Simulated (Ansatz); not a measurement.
# Resistivity from frozen vibrations: W(100) with 4 thermally displaced layers, 2x2, part 2 of 2

Aim: the resistivity of W at 300 K from frozen thermal displacements between perfect leads. The measured value for the pure metal at this temperature is 5.44 µΩ cm (CRC Handbook of Chemistry and Physics, 84th ed., 2003, Electrical Resistivity of Pure Metals).

Ansatz 0.2.0; Ansatz plane-wave DFT, PBE, PAW files; ballistic transport by layer matching (Landauer), zero bias; PAW set soft_1.

So far, open channels per spin nearest the Fermi level: step 2 (with 4 displaced layers) 5.66.

## Step 3: With 8 displaced layers

Each atom of 8 layers is moved at random, by amounts drawn from a normal law 0.0394 Å wide in each direction from the Debye model (400 K) at 300 K. A fresh draw is used; the growth of the resistance with length is what counts.

System of this step: W(100) with 8 thermally displaced layers, 2x2. The cell holds 72 atoms: 72 W. Its edges and angles: a = 6.330 Å, b = 6.330 Å, c = 28.483 Å, α = 90.0°, β = 90.0°, γ = 90.0°. It derives from W. Regions: lead, 40 atoms (40 W); scattering region, 32 atoms (32 W). The structure is stacked along c, and the current runs across the ab planes.

Contents of input.yaml:

```yaml
crystal:
  lattice:
    - [6.3296, 0.0, 0.0]
    - [0.0, 6.3296, 0.0]
    - [0.0, 0.0, 28.4832]
  atoms:
    - { symbol: W, position: [0.0, 0.0, 0.0277777778] }
    - { symbol: W, position: [0.0, 0.5, 0.0277777778] }
    - { symbol: W, position: [0.5, 0.0, 0.0277777778] }
    - { symbol: W, position: [0.5, 0.5, 0.0277777778] }
    - { symbol: W, position: [0.25, 0.25, 0.0833333333] }
    - { symbol: W, position: [0.25, 0.75, 0.0833333333] }
    - { symbol: W, position: [0.75, 0.25, 0.0833333333] }
    - { symbol: W, position: [0.75, 0.75, 0.0833333333] }
    - { symbol: W, position: [0.0, 0.0, 0.1388888889] }
    - { symbol: W, position: [0.0, 0.5, 0.1388888889] }
    - { symbol: W, position: [0.5, 0.0, 0.1388888889] }
    - { symbol: W, position: [0.5, 0.5, 0.1388888889] }
    - { symbol: W, position: [0.25, 0.25, 0.1944444444] }
    - { symbol: W, position: [0.25, 0.75, 0.1944444444] }
    - { symbol: W, position: [0.75, 0.25, 0.1944444444] }
    - { symbol: W, position: [0.75, 0.75, 0.1944444444] }
    - { symbol: W, position: [0.0, 0.0, 0.25] }
    - { symbol: W, position: [0.0, 0.5, 0.25] }
    - { symbol: W, position: [0.5, 0.0, 0.25] }
    - { symbol: W, position: [0.5, 0.5, 0.25] }
    - { symbol: W, position: [0.2612287649, 0.2581964394, 0.3060505308] }
    - { symbol: W, position: [0.2424691034, 0.7499722394, 0.3064647795] }
    - { symbol: W, position: [0.7419702331, 0.2524626148, 0.3061509208] }
    - { symbol: W, position: [0.7543381155, 0.7426199351, 0.3046390913] }
    - { symbol: W, position: [0.997279899, 0.9927091605, 0.3635201518] }
    - { symbol: W, position: [0.9969092156, 0.502050317, 0.3607529857] }
    - { symbol: W, position: [0.5098690612, 0.0082292052, 0.3619883104] }
    - { symbol: W, position: [0.4862665322, 0.5003242728, 0.3620580229] }
    - { symbol: W, position: [0.2562572326, 0.2461488684, 0.4191901694] }
    - { symbol: W, position: [0.2417703586, 0.7458769989, 0.4179617196] }
    - { symbol: W, position: [0.7503057349, 0.2624799958, 0.4169277675] }
    - { symbol: W, position: [0.7460535913, 0.7476468196, 0.4151554191] }
    - { symbol: W, position: [0.9920368048, 0.0039290661, 0.4730271423] }
    - { symbol: W, position: [0.0080683922, 0.4952968877, 0.4745616518] }
    - { symbol: W, position: [0.4982088441, 0.0098125657, 0.4716228098] }
    - { symbol: W, position: [0.4954160695, 0.5015567978, 0.4736507944] }
    - { symbol: W, position: [0.2510034989, 0.246350667, 0.525920176] }
    - { symbol: W, position: [0.2412649665, 0.753132992, 0.5291485396] }
    - { symbol: W, position: [0.7489760271, 0.2433039759, 0.5289869493] }
    - { symbol: W, position: [0.742019891, 0.7455557732, 0.5286378933] }
    - { symbol: W, position: [0.9859759007, 0.0024080647, 0.5825277554] }
    - { symbol: W, position: [0.0006810903, 0.4995281871, 0.5836132637] }
    - { symbol: W, position: [0.5043264557, 0.9952734287, 0.5853014067] }
    - { symbol: W, position: [0.50452541, 0.5052585992, 0.5849466808] }
    - { symbol: W, position: [0.2549086766, 0.2552607558, 0.6389935867] }
    - { symbol: W, position: [0.2411075721, 0.7491583257, 0.6378231039] }
    - { symbol: W, position: [0.7411327022, 0.2516108179, 0.6381014426] }
    - { symbol: W, position: [0.7435817006, 0.743499452, 0.639260649] }
    - { symbol: W, position: [0.002235438, 0.0082422717, 0.6944251725] }
    - { symbol: W, position: [0.00649331, 0.5087396744, 0.6960374346] }
    - { symbol: W, position: [0.4852581442, 0.0076578228, 0.6949148213] }
    - { symbol: W, position: [0.5026411727, 0.5023136905, 0.6949745667] }
    - { symbol: W, position: [0.25, 0.25, 0.75] }
    - { symbol: W, position: [0.25, 0.75, 0.75] }
    - { symbol: W, position: [0.75, 0.25, 0.75] }
    - { symbol: W, position: [0.75, 0.75, 0.75] }
    - { symbol: W, position: [0.0, 0.0, 0.8055555556] }
    - { symbol: W, position: [0.0, 0.5, 0.8055555556] }
    - { symbol: W, position: [0.5, 0.0, 0.8055555556] }
    - { symbol: W, position: [0.5, 0.5, 0.8055555556] }
    - { symbol: W, position: [0.25, 0.25, 0.8611111111] }
    - { symbol: W, position: [0.25, 0.75, 0.8611111111] }
    - { symbol: W, position: [0.75, 0.25, 0.8611111111] }
    - { symbol: W, position: [0.75, 0.75, 0.8611111111] }
    - { symbol: W, position: [0.0, 0.0, 0.9166666667] }
    - { symbol: W, position: [0.0, 0.5, 0.9166666667] }
    - { symbol: W, position: [0.5, 0.0, 0.9166666667] }
    - { symbol: W, position: [0.5, 0.5, 0.9166666667] }
    - { symbol: W, position: [0.25, 0.25, 0.9722222222] }
    - { symbol: W, position: [0.25, 0.75, 0.9722222222] }
    - { symbol: W, position: [0.75, 0.25, 0.9722222222] }
    - { symbol: W, position: [0.75, 0.75, 0.9722222222] }
kpoints:
  mp_grid: { grid: [4, 4, 1] }
hamiltonian:
  xc: pbe
  pseudopotentials: { kind: paw, azcp: { folder: soft_1 } }
scf:
  occupations: { method: fermi_dirac, width: 0.1 }
output:
  transmission: { leads: [[0, 4]], kmesh: [8, 8], e_range: [-0.05, 0.05], de: 0.05 }
  write_potential: true
  write_density: true
  volumetric_format: npy
```

Started as:

```
$ ansatz run input.yaml --threads 4 --pin off --max-ram 15360MiB --backend cpu --events-out ev --progress --plain --runs-dir out
```

Numbers of over 12 decimals in the logs are rounded to 6 here.

Output:

```text
[...]
Crystal: 72 atoms, lattice volume = 1141.146 Å³
Basis set: ecut = 420 eV, 22299 PW (Γ)
Bands: 605, of which v1, the nominal top of the filled ones, is band 504 counted from 1 (503 counted from 0)
Symmetry: 1 space group operations
[...]
k-points: 10 of 16 (time reversal used)
[...]
SCF iter   1: F=—  HF=-747798.866886 eV  |F-HF|=—  |Δ(HF+E_count)|=         —  Δρ=6.30e-2  dr2=3.96e1  ethr=3.10e-3  ⟨swp⟩=5.1  Hψ=21911  notcnv=0
[...]
SCF iter   8: F=-747785.123198 eV  HF=-747785.123198 eV  |F-HF|=1.27e-8  |Δ(HF+E_count)|=   2.21e-9  Δρ=6.70e-7  dr2=1.52e-8  ethr=9.92e-12  ⟨swp⟩=6.7  Hψ=12813  notcnv=0
SCF 1 converged in 8 iterations: F = -747785.123198 eV  dr2 = 1.52e-8
[...]
transmission: 123 of 1224 steps passed
transmission: 249 of 1224 steps passed
[...]
transmission: 1224 of 1224 steps passed
SCF converged after 8 iterations
Free energy (F): -747785.123198 eV
[...]
Internal energy: -747783.883039 eV  (E = F + TS)
E sigma→0 (E₀):  -747784.503118 eV
Entropy (-TS):   -1.240159 eV (-17.224 meV/atom)
Fermi energy:    22.425443 eV
[...]
--- Band table (eV; the first three rows and the last of 10) ---
  k-point 0: bands = [... 500 lower, 22.3536, 22.3568, 22.3741, 22.3893, 22.4121, 22.4200, 22.4385, 22.4521, ... 97 higher]
  k-point 1: bands = [... 500 lower, 22.3021, 22.3262, 22.3373, 22.3459, 22.3631, 22.3769, 22.4522, 22.4685, ... 97 higher]
  k-point 2: bands = [... 500 lower, 22.4538, 22.4650, 22.5108, 22.5343, 22.5549, 22.5684, 22.6109, 22.6265, ... 97 higher]
  k-point 9: bands = [... 500 lower, 21.6825, 21.7051, 21.7727, 21.8031, 22.4976, 22.5269, 22.5583, 22.5748, ... 97 higher]
--- Transmission ---
  basis      : 349 plane waves across, 36 finite elements along
  points     : 34, standing for a mesh of 8 x 8
[...]
channels       : 5.218750e0 a spin
[...]
slowest decay  : 0.0388 /Å at (0.5000, 0.5000)
  junction   : crystal 0 to crystal 0, 0.70 to 27.60 Å
    transmission   : 4.470003e0 a spin
[...]
```

Run time: 8.3 min. Hardware: 4 threads of Intel Xeon 6975P-C (Granite Rapids), shared host; peak memory 8.2 GiB.

Numbers from this step:

- free energy: -747785.1232 eV
- energy at zero smearing: -747784.5031 eV
- Fermi energy: 22.43 eV
- transmission per spin nearest the Fermi level: 4.470
- open channels per spin nearest the Fermi level: 5.219
- step of the lead's potential: 2.5 meV

Per spin. The transmission, zone mean by energy, zero at the Fermi level:

| energy (eV) | transmission, zone mean |
| --- | --- |
| -0.0500 | 4.29 |
| 0.0000 | 4.47 |
| 0.0500 | 4.87 |

Over the solved energies the transmission per spin lies between 4.29 and 4.87, out of 5.18 channels of the lead on average (up to 5.66).

## Step 4: With 12 displaced layers

Each atom of 12 layers is moved at random, by amounts drawn from a normal law 0.0394 Å wide in each direction from the Debye model (400 K) at 300 K. A fresh draw is used; the growth of the resistance with length is what counts.

System of this step: W(100) with 12 thermally displaced layers, 2x2. The cell holds 88 atoms: 88 W. Its edges and angles: a = 6.330 Å, b = 6.330 Å, c = 34.813 Å, α = 90.0°, β = 90.0°, γ = 90.0°. It derives from W. Regions: lead, 40 atoms (40 W); scattering region, 48 atoms (48 W). The structure is stacked along c, and the current runs across the ab planes.

Contents of input.yaml:

```yaml
crystal:
  lattice:
    - [6.3296, 0.0, 0.0]
    - [0.0, 6.3296, 0.0]
    - [0.0, 0.0, 34.8128]
  atoms:
    - { symbol: W, position: [0.0, 0.0, 0.0227272727] }
    - { symbol: W, position: [0.0, 0.5, 0.0227272727] }
    - { symbol: W, position: [0.5, 0.0, 0.0227272727] }
    - { symbol: W, position: [0.5, 0.5, 0.0227272727] }
    - { symbol: W, position: [0.25, 0.25, 0.0681818182] }
    - { symbol: W, position: [0.25, 0.75, 0.0681818182] }
    - { symbol: W, position: [0.75, 0.25, 0.0681818182] }
    - { symbol: W, position: [0.75, 0.75, 0.0681818182] }
    - { symbol: W, position: [0.0, 0.0, 0.1136363636] }
    - { symbol: W, position: [0.0, 0.5, 0.1136363636] }
    - { symbol: W, position: [0.5, 0.0, 0.1136363636] }
    - { symbol: W, position: [0.5, 0.5, 0.1136363636] }
    - { symbol: W, position: [0.25, 0.25, 0.1590909091] }
    - { symbol: W, position: [0.25, 0.75, 0.1590909091] }
    - { symbol: W, position: [0.75, 0.25, 0.1590909091] }
    - { symbol: W, position: [0.75, 0.75, 0.1590909091] }
    - { symbol: W, position: [0.0, 0.0, 0.2045454545] }
    - { symbol: W, position: [0.0, 0.5, 0.2045454545] }
    - { symbol: W, position: [0.5, 0.0, 0.2045454545] }
    - { symbol: W, position: [0.5, 0.5, 0.2045454545] }
    - { symbol: W, position: [0.2519907625, 0.2477630577, 0.2478450869] }
    - { symbol: W, position: [0.2493211844, 0.7449907075, 0.2512240298] }
    - { symbol: W, position: [0.7482002506, 0.2505202637, 0.2490372355] }
    - { symbol: W, position: [0.746817524, 0.7499281197, 0.2483167885] }
    - { symbol: W, position: [0.0018740326, 0.9993389002, 0.2941109003] }
    - { symbol: W, position: [0.9850529131, 0.5031976189, 0.2951173264] }
    - { symbol: W, position: [0.4966967003, 0.9985281564, 0.2975129568] }
    - { symbol: W, position: [0.4996896134, 0.5005398582, 0.2937694102] }
    - { symbol: W, position: [0.2602671098, 0.2557182823, 0.3421181302] }
    - { symbol: W, position: [0.2502971223, 0.7557130894, 0.3413294439] }
    - { symbol: W, position: [0.7538217267, 0.249051451, 0.3392388966] }
    - { symbol: W, position: [0.7564123779, 0.7379402829, 0.3406371972] }
    - { symbol: W, position: [0.998725305, 0.9935003304, 0.387058421] }
    - { symbol: W, position: [0.9987514367, 0.4972771998, 0.3869527155] }
    - { symbol: W, position: [0.4970297011, 0.008656876, 0.3867619015] }
    - { symbol: W, position: [0.4970436998, 0.487882287, 0.3848817042] }
    - { symbol: W, position: [0.2567737185, 0.2496846081, 0.4314973475] }
    - { symbol: W, position: [0.2602416346, 0.7420058348, 0.4311545206] }
    - { symbol: W, position: [0.7470545775, 0.2536543717, 0.4310662707] }
    - { symbol: W, position: [0.7461768475, 0.739995839, 0.4326446729] }
    - { symbol: W, position: [0.0050242974, 0.9970309619, 0.4774578224] }
    - { symbol: W, position: [0.9919435288, 0.4970594047, 0.4788342067] }
    - { symbol: W, position: [0.5008459475, 0.0143994374, 0.4763806888] }
    - { symbol: W, position: [0.503616647, 0.4987815017, 0.4779139061] }
    - { symbol: W, position: [0.2499550549, 0.2465023092, 0.5217440986] }
    - { symbol: W, position: [0.2691092026, 0.7495179437, 0.5204420141] }
    - { symbol: W, position: [0.7459575695, 0.254225911, 0.5221606684] }
    - { symbol: W, position: [0.758479038, 0.7562474893, 0.5225546442] }
    - { symbol: W, position: [0.9970568943, 0.9937375356, 0.5673886235] }
    - { symbol: W, position: [0.990818574, 0.5075064504, 0.5699843835] }
    - { symbol: W, position: [0.4921710668, 0.9926351113, 0.5661777592] }
    - { symbol: W, position: [0.4939927381, 0.4806396256, 0.5668873997] }
    - { symbol: W, position: [0.2580830796, 0.2478455815, 0.6146047695] }
    - { symbol: W, position: [0.2469524798, 0.7609734328, 0.6138621154] }
    - { symbol: W, position: [0.7476191547, 0.2659080898, 0.6132686756] }
    - { symbol: W, position: [0.7423886742, 0.7512584126, 0.6135923562] }
    - { symbol: W, position: [0.0066459125, 0.9942558779, 0.6600028058] }
    - { symbol: W, position: [0.0053147906, 0.4958386109, 0.6592758955] }
    - { symbol: W, position: [0.4948223036, 0.0146203472, 0.6582929856] }
    - { symbol: W, position: [0.4971761945, 0.4933571198, 0.6586986881] }
    - { symbol: W, position: [0.2499633774, 0.254785278, 0.7038536575] }
    - { symbol: W, position: [0.248842156, 0.7411716706, 0.7036078511] }
    - { symbol: W, position: [0.7671756862, 0.2564895919, 0.7036599531] }
    - { symbol: W, position: [0.7416646156, 0.7439196391, 0.7045208747] }
    - { symbol: W, position: [0.0002164424, 0.9953607413, 0.7485420674] }
    - { symbol: W, position: [0.0088650337, 0.5028151485, 0.7495755435] }
    - { symbol: W, position: [0.4986247198, 0.9966996792, 0.7466729043] }
    - { symbol: W, position: [0.5007208672, 0.4933277871, 0.7488637687] }
    - { symbol: W, position: [0.25, 0.25, 0.7954545455] }
    - { symbol: W, position: [0.25, 0.75, 0.7954545455] }
    - { symbol: W, position: [0.75, 0.25, 0.7954545455] }
    - { symbol: W, position: [0.75, 0.75, 0.7954545455] }
    - { symbol: W, position: [0.0, 0.0, 0.8409090909] }
    - { symbol: W, position: [0.0, 0.5, 0.8409090909] }
    - { symbol: W, position: [0.5, 0.0, 0.8409090909] }
    - { symbol: W, position: [0.5, 0.5, 0.8409090909] }
    - { symbol: W, position: [0.25, 0.25, 0.8863636364] }
    - { symbol: W, position: [0.25, 0.75, 0.8863636364] }
    - { symbol: W, position: [0.75, 0.25, 0.8863636364] }
    - { symbol: W, position: [0.75, 0.75, 0.8863636364] }
    - { symbol: W, position: [0.0, 0.0, 0.9318181818] }
    - { symbol: W, position: [0.0, 0.5, 0.9318181818] }
    - { symbol: W, position: [0.5, 0.0, 0.9318181818] }
    - { symbol: W, position: [0.5, 0.5, 0.9318181818] }
    - { symbol: W, position: [0.25, 0.25, 0.9772727273] }
    - { symbol: W, position: [0.25, 0.75, 0.9772727273] }
    - { symbol: W, position: [0.75, 0.25, 0.9772727273] }
    - { symbol: W, position: [0.75, 0.75, 0.9772727273] }
kpoints:
  mp_grid: { grid: [4, 4, 1] }
hamiltonian:
  xc: pbe
  pseudopotentials: { kind: paw, azcp: { folder: soft_1 } }
scf:
  occupations: { method: fermi_dirac, width: 0.1 }
output:
  transmission: { leads: [[0, 4]], kmesh: [8, 8], e_range: [-0.05, 0.05], de: 0.05 }
  write_potential: true
  write_density: true
  volumetric_format: npy
```

Output:

```text
[...]
Crystal: 88 atoms, lattice volume = 1394.734 Å³
Basis set: ecut = 420 eV, 27305 PW (Γ)
Bands: 740, of which v1, the nominal top of the filled ones, is band 616 counted from 1 (615 counted from 0)
Symmetry: 1 space group operations
[...]
k-points: 10 of 16 (time reversal used)
[...]
SCF iter   1: F=—  HF=-913975.665101 eV  |F-HF|=—  |Δ(HF+E_count)|=         —  Δρ=6.29e-2  dr2=4.99e1  ethr=3.10e-3  ⟨swp⟩=4.7  Hψ=26775  notcnv=0
[...]
SCF iter   8: F=-913958.848321 eV  HF=-913958.848321 eV  |F-HF|=3.68e-8  |Δ(HF+E_count)|=   4.31e-9  Δρ=6.77e-7  dr2=3.99e-8  ethr=8.12e-12  ⟨swp⟩=6.6  Hψ=16218  notcnv=0
SCF 1 converged in 8 iterations: F = -913958.848321 eV  dr2 = 3.99e-8
[...]
transmission: 190 of 1870 steps passed
transmission: 374 of 1870 steps passed
[...]
transmission: 1870 of 1870 steps passed
SCF converged after 8 iterations
Free energy (F): -913958.848321 eV
[...]
Internal energy: -913957.363115 eV  (E = F + TS)
E sigma→0 (E₀):  -913958.105718 eV
Entropy (-TS):   -1.485206 eV (-16.877 meV/atom)
Fermi energy:    22.419398 eV
[...]
--- Band table (eV; the first three rows and the last of 10) ---
  k-point 0: bands = [... 612 lower, 22.2219, 22.2333, 22.2678, 22.2778, 22.2940, 22.3130, 22.4226, 22.4822, ... 120 higher]
  k-point 1: bands = [... 612 lower, 22.3551, 22.3624, 22.3766, 22.3883, 22.3971, 22.4142, 22.4342, 22.4404, ... 120 higher]
  k-point 2: bands = [... 612 lower, 22.4327, 22.4414, 22.4550, 22.4784, 22.5130, 22.5201, 22.5375, 22.5463, ... 120 higher]
  k-point 9: bands = [... 612 lower, 21.6541, 21.7340, 21.7391, 21.8380, 22.4610, 22.5249, 22.5476, 22.5856, ... 120 higher]
--- Transmission ---
  basis      : 349 plane waves across, 55 finite elements along
  points     : 34, standing for a mesh of 8 x 8
[...]
channels       : 5.281250e0 a spin
[...]
slowest decay  : 0.0383 /Å at (0.5000, 0.5000)
  junction   : crystal 0 to crystal 0, 0.70 to 33.93 Å
    transmission   : 4.022560e0 a spin
[...]
```

Elapsed: 9.9 min, on 4 threads; peak memory 8.4 GiB; 38 min of CPU time.

Numbers from this step:

* free energy: -913958.8483 eV
* energy at zero smearing: -913958.1057 eV
* Fermi energy: 22.42 eV
* transmission per spin nearest the Fermi level: 4.023
* open channels per spin nearest the Fermi level: 5.281
* step of the lead's potential: 5 meV

Per spin. The transmission, zone mean by energy, zero at the Fermi level:

| energy (eV) | transmission, zone mean |
| --- | --- |
| -0.0500 | 3.89 |
| 0.0000 | 4.02 |
| 0.0500 | 4.31 |

Over the solved energies the transmission per spin lies between 3.89 and 4.31, out of 5.20 channels of the lead on average (up to 5.66).

## Step 5: Resistance against length

This step: Ansatz plane-wave DFT, PBE, PAW files; ballistic transport by layer matching (Landauer), zero bias; resistivity from the slope of the area resistance; PAW set soft_1 (Ansatz 0.2.0).

This step gave:

* resistivity: 16.45 µΩ cm
* intercept: -0.04833 fΩ m²
* scatter about the fit: 0.01454 fΩ m²

Resistance, by row:

| run | length (Å) | T | channels N | RA (fΩ m²) |
| --- | --- | --- | --- | --- |
| n4 | 6.33 | 5.13 | 5.49 | 0.06607 |
| n8 | 12.66 | 4.543 | 5.177 | 0.1393 |
| n12 | 18.99 | 4.074 | 5.198 | 0.2743 |

The area resistance by length of the displaced region:

| length of the displaced region (Å) | area resistance (fΩ m²) |
| --- | --- |
| 6.33 | 0.0661 |
| 12.66 | 0.139 |
| 18.99 | 0.274 |

The area resistance goes from 0.066 to 0.27 fΩ m² between 6.3 and 19.0 Å, a slope of 16 µΩ cm.

By hand from the end points: (0.2743 − 0.06607) fΩ m² / (18.99 − 6.33) Å = 16 µΩ cm, since 1 fΩ m² per Å is 1000 µΩ cm.

## Step 6: What came out

| Property | Result |
| --- | --- |
| resistivity from the slope | 16.4 µΩ cm |
| area resistance over 6.33 Å | 0.0661 fΩ m² |
| area resistance over 12.7 Å | 0.139 fΩ m² |
| area resistance over 19.0 Å | 0.274 fΩ m² |

The slope gives 16 µΩ cm. The points scatter by 0.015 fΩ m² about the line, with one random draw a length in a 2x2 cell, so the slope is a rough value. The mean square of the displacements drawn is 0.78, 0.99 and 1.2 of the nominal one at the three lengths; with each resistance scaled back by that, the slope is 12 µΩ cm, the value used below. The lead's own channel count moves between the runs (5.49, 5.18 and 5.20), which shifts RA and the slope too. Read with a model of isotropic scattering on a spherical Fermi surface and the lead's 1.1×10¹⁵ S/m², this slope means a mean free path near 68 Å; over these lengths the model's slope is 1.12 times its bulk resistivity, which would be 10 µΩ cm. Uncorrelated displacements put too much weight on short waves, which scatter strongly; with the sideways repeat of a small cell, one draw and three short lengths, the method is good to a factor of two or three. The measured value is 5.44 µΩ cm (CRC Handbook of Chemistry and Physics, 84th ed., 2003, Electrical Resistivity of Pure Metals); the scaled slope is 2.2 times that and the corrected value 1.9: clearly high. Spin-orbit coupling is left out, which matters for W.

[Logs are printed without paths, hosts, clocks, repeated set-up lines and the standing remarks that a program may print on its own settings, such as how far it seeks lower states.]

[Hosts, paths, dates, database ids (printed as entryN), source tags and the programs' standing remarks are cut or masked in the printed files.]
